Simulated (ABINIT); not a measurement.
Entries from a set of simulations; values are calculated unless marked as measured.

```
! title: BN (Qingsongite): a self-consistent loop beyond G0W0, cycle by cycle
! method: RPA screening on LDA from quasiparticle energies, plane waves, norm-conserving pseudopotentials (and 5 further levels or steps)
! program: ABINIT 10.8.3
! settings: cutoff 36 Ha, PseudoDojo scalar-relativistic 0.4.1 standard, norm-conserving, ngkpt (6, 6, 6), nband 34, ecuteps 4.8 Ha, gwcalctyp 10, inclvkb 2, shiftk (0, 0, 0), symchi 1, awtr 1, frequency ppm, cycle 3, q points all but q = 0, 6×6×6 k-mesh
! cost: 15 runs, 4.9 min in all on 4 MPI ranks of Arm Neoverse N1, shared host
! notes: The cell and positions come from the Crystallography Open Database and are kept as given unless a step says otherwise. The first cycle of evGW0 takes the full correction, without the factor Z, so it overshoots the one-shot value. The 6×6×6 mesh is coarse for this cell, which bears on the long-range parts of exchange and screening.
! G0W0: 6.039 eV
! evGW0, cycle 1: 6.337 eV
! evGW0, cycle 2: 6.257 eV
! evGW0, cycle 3: 6.257 eV
! evGW, cycle 1: 6.592 eV
! evGW, cycle 2: 6.629 eV
! evGW, cycle 3: 6.634 eV
! known limits: short of the basis limit; coarse k mesh
CELL_PARAMETERS angstrom
0.00000 1.80750 1.80750
1.80750 0.00000 1.80750
1.80750 1.80750 0.00000
ATOMIC_POSITIONS crystal
B 0.00000 0.00000 0.00000
N 0.25000 0.25000 0.25000
```

[Long decimals in the printed logs are rounded to 6 places.]

[Logs are printed without paths, hosts, clocks, repeated set-up lines and the standing remarks that a program may print on its own settings, such as how far it seeks lower states.]

[Paths, hosts, dates, memory and timing lines, banners, echoed tables and standing remarks are left out of the program output; an Ansatz launch command may be rebuilt from the run's recorded settings. Measured values are a selection of at most five: reports struck by readers or far from the other reports are left out. None is set beside runs whose start may be inverted or whose files or cutoffs have a known fault.]

[Runs of the session that timed out or met a known fault of the program may be left out.]

[Hosts, paths, dates, database ids (printed as entryN), source tags and the programs' standing remarks are cut or masked in the printed files.]

[G0W0 gaps are taken among the corrected bands and points alone; a level outside them can change the order at an edge.]

[Where Ansatz stands beside ABINIT at settings called matched, ABINIT's density can come from a denser mesh and the files from another edition; pairs whose starting gaps differed by over 0.03 eV were left out, so agreement reads better than it is.]
